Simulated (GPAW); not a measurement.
Consider CuPd (Skaergaardite, Pm-3m).

```
Pd Cu
1.0
     2.98800    0.00000    0.00000
     0.00000    2.98800    0.00000
     0.00000    0.00000    2.98800
Pd Cu
1 1
Cartesian
  1.4940 1.4940 1.4940
  0.0000 0.0000 0.0000
```

Absorber: atom 1, with 8 Cu at 2.59 Å and 6 Pd at 2.99 Å (cube and octahedron, as in bcc, site symmetry m-3m). Method: GPAW, LDA, excited-electron core hole (neutral cell), 16-atom cell with 6.0 Å between holes, 5×5×5 k points, dipole transitions, Gaussian full width 2.25 eV up to 4 eV, rising linearly to 3.5 eV at 25 eV.

The database entry behind the starting cell differs from later determinations by our own check (about 0.35 % long), so it need not match the best structure at ambient conditions.

Question: Predict the near-edge structure at the Pd L₃ edge.

Main maxima up to 30 eV above the zero (height): 2.0 eV (0.94), 7.4 eV (1.36), 18.8 eV (1.05) and 24.2 eV (1.09). At an L edge the dipole rule selects empty d (and weakly s) states on the absorber. 

The Pd L₃ spectrum (energy from the lowest empty level; intensity scaled to a mean of 1 over the first 20 eV):

| E (eV) | intensity |
| --- | --- |
| -2.00 | 0.01 |
| -1.25 | 0.05 |
| -0.50 | 0.20 |
| 0.25 | 0.47 |
| 1.00 | 0.77 |
| 1.75 | 0.93 |
| 2.50 | 0.92 |
| 3.25 | 0.84 |
| 4.00 | 0.76 |
| 4.75 | 0.73 |
| 5.50 | 0.86 |
| 6.25 | 1.13 |
| 7.00 | 1.34 |
| 7.75 | 1.35 |
| 8.50 | 1.29 |
| 9.25 | 1.26 |
| 10.00 | 1.24 |
| 10.75 | 1.17 |
| 11.50 | 1.08 |
| 12.25 | 0.98 |
| 13.00 | 0.92 |
| 13.75 | 0.88 |
| 14.50 | 0.89 |
| 15.25 | 0.93 |
| 16.00 | 0.97 |
| 16.75 | 0.99 |
| 17.50 | 1.02 |
| 18.25 | 1.04 |
| 19.00 | 1.05 |
| 19.75 | 1.03 |
| 20.50 | 1.00 |
| 21.25 | 0.96 |
| 22.00 | 0.96 |
| 22.75 | 1.01 |
| 23.50 | 1.06 |
| 24.25 | 1.08 |
| 25.00 | 1.06 |
| 25.75 | 1.01 |
| 26.50 | 0.97 |
| 27.25 | 0.96 |
| 28.00 | 1.00 |
| 28.75 | 1.06 |
| 29.50 | 1.12 |
| 30.25 | 1.15 |
| 31.00 | 1.16 |
| 31.75 | 1.14 |

Only the L₃ part is meant: spin–orbit coupling of the core level isn't computed and the L₂ copy isn't added. The script folds with a Gaussian, whereas the core hole's own line is a Lorentzian, so the onset is too steep and the first peak too high. The holes are only 6.0 Å apart, so the shape is probably not converged with cell size; no larger cell was run here. The structure is a published determination, not relaxed.

[Banner, clock and machine lines of the logs are left out without a mark of their own.]

[Logs are printed without paths, hosts, clocks, repeated set-up lines and the standing remarks that a program may print on its own settings, such as how far it seeks lower states.]

[Hosts, paths, dates, database ids (printed as entryN), source tags and the programs' standing remarks are cut or masked in the printed files.]

[Lists of maxima count a maximum above −3 eV only where it reaches 4 % of the highest in the window and stands out from its surroundings by 2 % of it (1.5 % where it reaches 55 %); shoulders and weaker maxima are passed over, and of the rest the first, up to two pre-edge ones and the few strongest are named.]
